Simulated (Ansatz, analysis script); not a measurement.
## Energy of spin spirals in a free-standing triangular Ir monolayer, spacing 2.904 Å

The cell holds 1 atom: 1 Ir. Its edges and angles: a = 2.904 Å, b = 2.904 Å, c = 14.000 Å, α = 90.0°, β = 90.0°, γ = 120.0°. An idealised lattice of chosen spacing, in vacuum. Vacuum lies along c.

* method: PBE, PAW set soft_1; spin spirals by the generalised Bloch theorem, no spin–orbit coupling (and 2 further levels or steps)
* program: Ansatz 0.2.0 and analysis script 1
* settings of one run: cutoff 420 eV, 24×24×1 k-mesh, Fermi-Dirac occupations, smearing width 0.1 eV, cone angle 90 °, wavevectors 8, starting moments 1.24 μB
* notes: No spin model is given, since the moments change too much along the path. The cell was taken as built, with atoms unrelaxed. In doubt: the program’s search for lower states was switched off, so a lower magnetic state than those reached may exist.
* lowest point of the path: q = 0
* highest point: 79.7 meV a magnetic atom

No spiral that was run lies below the ferromagnetic state at q = 0, and winding the moments costs up to 79.7 meV a magnetic atom. The moments change by at most 56 % from their size at q = 0, so they are itinerant and a model of rigid spins is rough.

[Hosts, paths, dates, database ids (printed as entryN), source tags and the programs' standing remarks are cut or masked in the printed files.]
